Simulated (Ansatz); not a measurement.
# VInSi in the AlB2 type: lattice stability ahead of a resistivity run, part 3 of 3

Question: is the lattice of VInSi in the AlB2 type stable, and if so, what are its coupling constant and resistivity?

Ansatz 0.2.0; DFT PBE, scalar-relativistic, plane waves, PAW; PAW set soft_1.

So far, lowest on path (cm⁻¹): step 5 (phonons: q 2×2×2, k 4×4×6) -75.1. The relaxed cell has a = 4.636, c = 2.674 Å (conventional setting).

The structure was built from a prototype and need not be the compound's stable phase.

**6. Phonons: q 3×3×3, k 6×6×9**

An imaginary mode on so few k-points may come from the sampling, so the phonons are repeated with another q and k mesh.

Input file input.yaml:

```yaml
crystal:
  lattice:
    - [4.6359657829, 3.3142e-06, 0.0]
    - [-2.3179857616, 4.0148624819, 0.0]
    - [0.0, 0.0, 2.6742063997]
  atoms:
    - { symbol: V, position: [0.0, 0.0, 0.0] }
    - { symbol: Si, position: [0.3333333333, 0.6666666667, 0.5] }
    - { symbol: In, position: [0.6666666667, 0.3333333333, 0.5] }
kpoints:
  mp_grid: { grid: [6, 6, 9] }
hamiltonian:
  xc: pbe
  pseudopotentials: { kind: paw, azcp: { folder: soft_1 } }
scf:
  occupations: { method: methfessel_paxton, width: 0.2 }
output:
  eigenvalues: true
phonons:
  method: dfpt
  qmesh: [3, 3, 3]
  temperatures: { t_max: 1000, t_step: 50 }
  qpath:
    path:
      - [[0.0, 0.0, 0.0], [0.5, 0.0, 0.0], [0.33333333, 0.33333333, 0.0], [0.0, 0.0, 0.0], [0.0, 0.0, 0.5], [0.5, 0.0, 0.5], [0.33333333, 0.33333333, 0.5], [0.0, 0.0, 0.5]]
      - [[0.5, 0.0, 0.5], [0.5, 0.0, 0.0]]
      - [[0.33333333, 0.33333333, 0.5], [0.33333333, 0.33333333, 0.0]]
    npoints: 10
```

On the command line:

```console
$ ansatz run input.yaml --threads 4 --pin off --max-ram 12288MiB --backend cpu --events-out ev --progress --plain --runs-dir out
```

Numbers of over 12 decimals in the logs are rounded to 6 here.

The program printed:

```text
[...]
Crystal: 3 atoms, lattice volume = 49.774 Å³
Basis set: ecut = 420 eV, 939 PW (Γ), exchange–correlation on 64×64×36 points (8 copies of the dense FFT grid, shifted against one another)
Bands: 19, of which v1, the nominal top of the filled ones, is band 15 counted from 1 (14 counted from 0)
Symmetry: 12 space group operations
k-points: 35 of 324 (time reversal used)
[...]
SCF iter   1: F=—  HF=-9145.752791 eV  |F-HF|=—  |Δ(HF+E_count)|=         —  Δρ=7.11e-2  dr2=5.63e0  ethr=3.10e-3  ⟨swp⟩=5.1  Hψ=2977  notcnv=0
[...]
SCF iter   3: F=—  HF=-9144.910449 eV  |F-HF|=—  |Δ(HF+E_count)|=   5.61e-1  S|Δr|=    0.00e0  Δρ=6.58e-3  dr2=2.12e-2  ethr=3.10e-3  ⟨swp⟩=5.7  Hψ=4767  notcnv=0
automatic band count: the SCF goes on with 23 bands, as 19 were too few: they end inside the smearing window of the response
SCF iter   4: F=—  HF=-9144.910076 eV  |F-HF|=—  |Δ(HF+E_count)|=   3.73e-4  S|Δr|=    0.00e0  Δρ=1.72e-3  dr2=7.53e-4  ethr=7.05e-5  ⟨swp⟩=2.1  Hψ=1403  notcnv=0
[...]
SCF iter  11: F=-9144.910255 eV  HF=-9144.910255 eV  |F-HF|=0.00e0  |Δ(HF+E_count)|=  1.82e-12  S|Δr|=    0.00e0  Δρ=2.47e-8  dr2=2.49e-13  ethr=1.00e-12  ⟨swp⟩=5.0  Hψ=2619  notcnv=0
SCF 1 converged in 11 iterations: F = -9144.910255 eV  dr2 = 2.49e-13
[...]
SCF iter   5: F=-9144.910255 eV  HF=-9144.910255 eV  |F-HF|=1.82e-12  |Δ(HF+E_count)|=  1.82e-12  S|Δr|=    0.00e0  Δρ=7.55e-9  dr2=2.54e-14  ethr=1.00e-12  ⟨swp⟩=2.1  Hψ=1254  notcnv=0
SCF 2 converged in 5 iterations: F = -9144.910255 eV  dr2 = 2.54e-14
[...]
SCF converged after 11 iterations
[...]
Free energy (F): -9144.910255 eV
[...]
Internal energy: -9144.906471 eV  (E = F + TS)
E sigma→0 (E₀):  -9144.909309 eV
Entropy (-TS):   -0.003784 eV (-1.261 meV/atom)
Fermi energy:    13.691492 eV
[...]
--- Band table (eV; the first three rows and the last of 35) ---
  k-point 0: bands = [... 11 lower, 9.5755, 9.8283, 11.8011, 13.3026, 13.3026, 15.0180, 15.0180, 15.8524, ... 4 higher]
  k-point 1: bands = [... 11 lower, 9.8312, 10.0618, 12.0807, 13.0774, 13.0774, 15.3270, 15.3270, 15.8690, ... 4 higher]
  k-point 2: bands = [... 11 lower, 10.5581, 10.7620, 12.4919, 12.6146, 12.6146, 15.4159, 15.6274, 15.6274, ... 4 higher]
  k-point 34: bands = [... 11 lower, 9.7762, 10.9618, 11.0864, 13.6939, 13.7645, 14.2609, 14.3869, 14.8487, ... 4 higher]
[...]
ASR residual: 7.066e-5 → 0.000e0 eV/Å²; symmetrization residual: 1.241e-5 eV/Å²
  ASR residual per site (eV/Å²): 1.60e-5 7.07e-5 3.57e-5
  Γ frequencies (cm⁻¹): -42.21 0.00 0.00 0.00 81.52 81.52 102.08 267.12 267.12
--- Phonons (arbitrary-q DFPT): 6 irreducible q on the 3×3×3 mesh ---
[...]
interpolated dispersion: 93 rows × 9 modes
[...]
```

Elapsed: 2.5 min, on 4 threads of Arm Neoverse V2, shared host; peak memory 1.1 GiB.

This step gave:

* share of imaginary modes in the plain interpolation between solved wavevectors: 0.0901
* highest frequency, solved or plainly interpolated: 280.4 cm⁻¹

Solved on the 3×3×3 mesh alone; all other wavevectors are interpolated. Phonon branches along the path, in cm⁻¹:

```csv
point,branch 1,branch 2,branch 3,branch 4,branch 5,branch 6,branch 7,branch 8,branch 9
Γ,-42,0,0,0,82,82,102,267,267
halfway,-66,-65,27,64,85,121,145,260,270
M,-86,-50,32,75,128,136,139,265,272
halfway,-69,-42,52,77,96,123,161,262,277
K,-41,-35,62,75,84,108,169,261,280
halfway,-64,-48,34,37,83,128,153,258,273
Γ,-42,0,0,0,82,82,102,267,267
halfway,60,60,85,85,119,158,189,264,264
A,70,70,104,104,181,199,260,260,262
halfway,56,88,120,145,176,204,260,261,262
L,39,98,135,170,178,205,260,261,264
halfway,-20,110,145,172,177,199,257,260,269
H,-43,118,156,173,175,194,256,260,272
halfway,46,95,127,151,175,204,260,260,264
A,70,70,104,104,181,199,260,260,262
jump to L,39,98,135,170,178,205,260,261,264
halfway,-43,100,121,134,147,157,196,264,268
M,-86,-50,32,75,128,136,139,265,272
jump to H,-43,118,156,173,175,194,256,260,272
halfway,-47,104,124,138,152,157,195,258,276
K,-41,-35,62,75,84,108,169,261,280
```

The phonon branches as a text plot (rows in cm⁻¹):

```
    273 |*******************           ******     ***************
    258 | **** ********     ***************************  ********
    242 |                      *                 *        *
    227 |                     *                   *        *
    212 |                    *     ****            *
    197 |                   *  ****    ***********  *    *  *
    181 |                     * ***************** *  *    **
    166 |       *****      * * *    *********    ***     *** ****
    151 |   ** *            * *    *    ***       *****  **** *
    136 |  * ***   ***    ** *      ****   ***   ********   **
    120 | * *   * *  **     *     **     **  **     *    ********
    105 |*** * * *    *****    ****   ***  **  *******      ****
     90 |***    ***  ***   ****    ***       *       **      ****
     75 |   *********   ***   *****           ***     ***     * *
     59 |       ****       ***    **         **
     44 |  *   *   **    **         ***                *       *
     29 | *****      *                 *    *    **   * *
     14 | *           *  *
     -2 |*            ***                  *
    -17 |*             *                           *            *
    -32 |        **      *              *
    -47 |**   ***********                **         *  **********
    -63 |  ***  *   ***                              *
    -78 |   ****                                      ***
         Γ    M  K      Γ       A     L  H     A|L     M|H      K
```

Lowest modes at the softest wavevector of the mesh. Modes at q = (0.000, 0.333, 0.000), with each element's share of the kinetic energy (negative means imaginary):

```csv
mode,frequency (cm⁻¹),V %,Si %,In %
1,-76.2,35,17,48
2,-64.4,35,61,4
3,33.8,28,31,41
4,79.3,37,8,54
5,90.3,46,8,47
6,131.3,64,11,25
```

Displacements in mode 1 (-76.2 cm⁻¹), the largest set to 1, in the home cell (x, y, z of the real part, then of the imaginary part):
```
V1   0.96  0.00  0.00  0.28  0.00  0.00
Si2  0.91  0.00  0.00 -0.23  0.00  0.00
In3  0.78  0.00  0.00 -0.08  0.00  0.00
```

Displacements in mode 3 (33.8 cm⁻¹), the largest set to 1, in the home cell (x, y, z of the real part, then of the imaginary part):
```
V1   0.00  0.00  0.48  0.00  0.00 -0.52
Si2  0.00  0.00  0.89  0.00  0.00  0.45
In3  0.00  0.00  0.48  0.00  0.00 -0.32
```

The modes has structure finer than the step of the table below, so its rows give means over 20 cm⁻¹, whole bins alone (the curve runs from -95.1 to 299 cm⁻¹). Peaks (cm⁻¹: height): In -45.5: 0.0108, 100.6: 0.0236, 157.6: 0.0170, 209.6: 0.0097, 226.9: 0.0111, 241.8: 0.0110, 261.6: 0.0299; Si 172.4: 0.0159, 261.6: 0.124; V 132.8: 0.0434, 167.5: 0.0232, 199.7: 0.0170.

Phonopy on the run's constants, 15x15x21 mesh, Gaussian sigma 2.8 cm⁻¹. The modes by wavenumber; means over each step; values in 1/cm⁻¹/cell:

```csv
wavenumber (cm⁻¹),In,Si,V
-80,0.00164,5.9e-4,0.00108
-60,0.00519,0.00412,0.00329
-40,0.00843,0.00562,0.00246
-20,0.00384,0.00259,0.00114
0,0.00161,5.2e-4,2.9e-4
20,0.00444,0.00258,0.00125
40,0.00912,0.00378,0.00308
60,0.00873,0.00533,0.00445
80,0.0125,0.00536,0.0108
100,0.0191,0.00504,0.0158
120,0.00971,0.00584,0.0237
140,0.00977,0.00760,0.0331
160,0.0124,0.0108,0.0231
180,0.00444,0.00658,0.0120
200,0.00402,4.1e-4,0.0120
220,0.00466,2.2e-4,5.8e-4
240,0.00574,7.6e-4,4.3e-4
260,0.0195,0.0660,0.00134
280,0.00524,0.0161,1.1e-4
```

No LO-TO term; unit eigenvectors of the mass-weighted matrix. The modes at Γ (shares of kinetic energy by element, %) (negative means imaginary):

```csv
mode,frequency (cm⁻¹),symmetry,V %,Si %,In %
1,-42.2,A2'',12,83,5
2,0.0,unnamed,26,14,59
3,0.0,unnamed,26,14,59
4,0.0,unnamed,26,14,59
5,81.5,E',70,18,12
6,81.5,E',70,18,12
7,102.1,A2'',62,2,36
8,267.1,E',4,68,29
9,267.1,E',4,68,29
```

Displacements in mode 1 (-42.2 cm⁻¹), the largest set to 1:
```
V1   0.00  0.00 -0.28
Si2  0.00  0.00  1.00
In3  0.00  0.00 -0.12
```

Displacements in mode 6 (81.5 cm⁻¹), the largest set to 1:
```
V1   0.16  1.00  0.00
Si2 -0.11 -0.68  0.00
In3 -0.04 -0.28  0.00
```

Among the solved wavevectors the lowest mode, translations apart, is -76.2 cm⁻¹, imaginary.

**7. Phonons: Fermi–Dirac smearing of 0.3 eV**

The phonons are repeated on the same meshes with a wide Fermi–Dirac smearing, to see whether the soft mode comes from sharp features of the Fermi surface.

input.yaml: that of step 6 with these lines changed.

```diff
@@ -15,3 +15,3 @@
 scf:
-  occupations: { method: methfessel_paxton, width: 0.2 }
+  occupations: { method: fermi_dirac, width: 0.3 }
 output:
```

The program printed:

```text
[...]
band count auto-derived: 20 (N_el = 30.0; filled up to band 15; 19 by the electrons, moments and atoms)
[...]
Crystal: 3 atoms, lattice volume = 49.774 Å³
Basis set: ecut = 420 eV, 939 PW (Γ), exchange–correlation on 64×64×36 points (8 copies of the dense FFT grid, shifted against one another)
Bands: 20, of which v1, the nominal top of the filled ones, is band 15 counted from 1 (14 counted from 0)
Symmetry: 12 space group operations
k-points: 35 of 324 (time reversal used)
[...]
SCF iter   1: F=—  HF=-9146.141843 eV  |F-HF|=—  |Δ(HF+E_count)|=         —  Δρ=7.34e-2  dr2=6.01e0  ethr=3.10e-3  ⟨swp⟩=5.7  Hψ=7006  notcnv=0
[...]
SCF iter  11: F=-9145.280410 eV  HF=-9145.280410 eV  |F-HF|=0.00e0  |Δ(HF+E_count)|=  7.28e-12  Δρ=1.74e-8  dr2=1.45e-13  ethr=1.00e-12  ⟨swp⟩=5.0  Hψ=2837  notcnv=0
SCF 1 converged in 11 iterations: F = -9145.280410 eV  dr2 = 1.45e-13
[...]
SCF iter   9: F=-9145.280409 eV  HF=-9145.280409 eV  |F-HF|=1.82e-12  |Δ(HF+E_count)|=    0.00e0  Δρ=2.80e-9  dr2=6.05e-15  ethr=1.00e-12  ⟨swp⟩=1.0  Hψ=1540  notcnv=0
SCF 2 converged in 9 iterations: F = -9145.280409 eV  dr2 = 6.05e-15
[...]
SCF converged after 11 iterations
Free energy (F): -9145.280410 eV
[...]
Internal energy: -9144.518128 eV  (E = F + TS)
E sigma→0 (E₀):  -9144.899269 eV
Entropy (-TS):   -0.762282 eV (-254.094 meV/atom)
Fermi energy:    13.596985 eV
[...]
--- Band table (eV; the first three rows and the last of 35) ---
  k-point 0: bands = [... 11 lower, 9.5843, 9.8456, 11.8286, 13.3043, 13.3043, 15.0567, 15.0567, 15.8717, ... 6 higher]
  k-point 1: bands = [... 11 lower, 9.8403, 10.0791, 12.1092, 13.0851, 13.0851, 15.3587, 15.3587, 15.8880, ... 6 higher]
  k-point 2: bands = [... 11 lower, 10.5682, 10.7791, 12.5194, 12.6288, 12.6288, 15.4440, 15.6489, 15.6489, ... 6 higher]
  k-point 34: bands = [... 11 lower, 9.8017, 10.9691, 11.0898, 13.7193, 13.7966, 14.2763, 14.4022, 14.8731, ... 6 higher]
[...]
ASR residual: 1.216e-3 → 0.000e0 eV/Å²; symmetrization residual: 1.579e-5 eV/Å²
  ASR residual per site (eV/Å²): 1.22e-3 1.65e-4 4.88e-5
  Γ frequencies (cm⁻¹): -32.64 0.00 0.00 0.00 102.56 102.56 103.30 260.07 260.07
--- Phonons (arbitrary-q DFPT): 6 irreducible q on the 3×3×3 mesh ---
[...]
interpolated dispersion: 93 rows × 9 modes
[...]
```

It took 2.8 min on 4 threads; peak memory 1.2 GiB.

This step gave:

```
share of imaginary modes in the plain interpolation between solved wavevectors : 0.0886
highest frequency, solved or plainly interpolated                              : 272.8 cm⁻¹
```

Solved on the 3×3×3 mesh alone; all other wavevectors are interpolated. Phonon branches along the path, in cm⁻¹:

```csv
point,branch 1,branch 2,branch 3,branch 4,branch 5,branch 6,branch 7,branch 8,branch 9
Γ,-33,0,0,0,103,103,103,260,260
halfway,-60,-33,34,62,95,131,145,256,265
M,-78,-25,52,88,122,134,146,260,268
halfway,-66,-24,56,88,97,124,166,256,271
K,-46,-23,60,77,88,116,174,254,273
halfway,-51,-32,40,52,94,134,154,254,267
Γ,-33,0,0,0,103,103,103,260,260
halfway,55,55,111,111,126,140,192,259,259
A,71,71,121,121,180,184,259,259,262
halfway,54,85,117,132,180,190,260,260,261
L,32,96,123,148,181,198,259,260,263
halfway,-30,110,131,150,182,196,254,260,268
H,-46,119,139,152,183,195,252,260,271
halfway,40,94,120,135,180,190,258,260,263
A,71,71,121,121,180,184,259,259,262
jump to L,32,96,123,148,181,198,259,260,263
halfway,-47,97,127,134,135,157,194,259,265
M,-78,-25,52,88,122,134,146,260,268
jump to H,-46,119,139,152,183,195,252,260,271
halfway,-49,97,124,128,153,163,194,253,271
K,-46,-23,60,77,88,116,174,254,273
```

The phonon branches as a text plot (rows in cm⁻¹):

```
    265 |********************************************************
    251 | **** ********        *       ******    *       ********
    236 |                     *                   *        *
    222 |                    *                     *
    207 |
    192 |                   *     *************  *  *    ** *
    178 |        **            ********************  *   ***   **
    163 |      **  **      * ***                  ***      ****
    149 |   ***      *       *       *******     *** ******** *
    134 | *** **   ****   * *      **   ******    **** ***  ** *
    119 | **  * ***   *    **************** ******   ****** *** *
    105 |*** * *      *******          *   **     **  *    * ***
     90 |   **********             ****      *   *  ** **   *****
     75 |   *    ***      *    ****           ***     *       ***
     61 |      **** *       ***   *           *        *
     46 |  ****    ***     *       **        *        * *      *
     32 | **         **  **          **
     17 | *              *             *    *    *     *        *
      2 |*             **
    -12 |*             * *                        *
    -27 |****************                  *       *    *
    -42 | *      **  **                 ***         *    ***    *
    -56 |  *    *  **                                *      ****
    -71 |   ****                                      ***
         Γ    M  K      Γ       A     L  H     A|L     M|H      K
```

Lowest modes at the softest wavevector of the mesh. Modes at q = (0.000, -0.333, 0.000), with each element's share of the kinetic energy (negative means imaginary):

```csv
mode,frequency (cm⁻¹),V %,Si %,In %
1,-70.0,28,17,55
2,-30.4,8,88,4
3,43.3,24,9,67
4,86.8,44,8,48
5,91.6,68,2,30
6,139.3,71,12,17
```

Displacements in mode 1 (-70.0 cm⁻¹), the largest set to 1, in the home cell (x, y, z of the real part, then of the imaginary part):
```
V1   0.92  0.00  0.00 -0.21  0.00  0.00
Si2  0.99  0.00  0.00  0.16  0.00  0.00
In3  0.88  0.00  0.00  0.04  0.00  0.00
```

Displacements in mode 5 (91.6 cm⁻¹), the largest set to 1, in the home cell (x, y, z of the real part, then of the imaginary part):
```
V1   0.00  0.00  1.00  0.00  0.00  0.06
Si2  0.00  0.00 -0.05  0.00  0.00 -0.24
In3  0.00  0.00 -0.40  0.00  0.00  0.17
```

Among the solved wavevectors the lowest mode, translations apart, is -70 cm⁻¹, imaginary.

**8. Summary of results**

| Quantity | Value |
| --- | --- |
| phonon run of the rows without a label of their own | PBE, q 3×3×3, k 6×6×9 |
| softest mode on the q mesh | -76.2 cm⁻¹ at q = (0, 0.333, 0) |
| highest frequency, solved or plainly interpolated | 280 cm⁻¹ |

What this shows: The lattice is dynamically unstable at this level: a mode at q = (0, 0.333, 0) is imaginary, 76.2i cm⁻¹, so no harmonic coupling constant or resistivity is defined for this structure. These meshes are coarse, and single modes of a metal can move by tens of cm⁻¹ with the k mesh. The coarser mesh found an imaginary mode at another wavevector, which this mesh lacks. The phonon runs are not spin-polarised. The structure was built by hand as an ordered model, and its stability against other phases was not tested.

[Logs are printed without paths, hosts, clocks, repeated set-up lines and the standing remarks that a program may print on its own settings, such as how far it seeks lower states.]

[Hosts, paths, dates, database ids (printed as entryN), source tags and the programs' standing remarks are cut or masked in the printed files.]
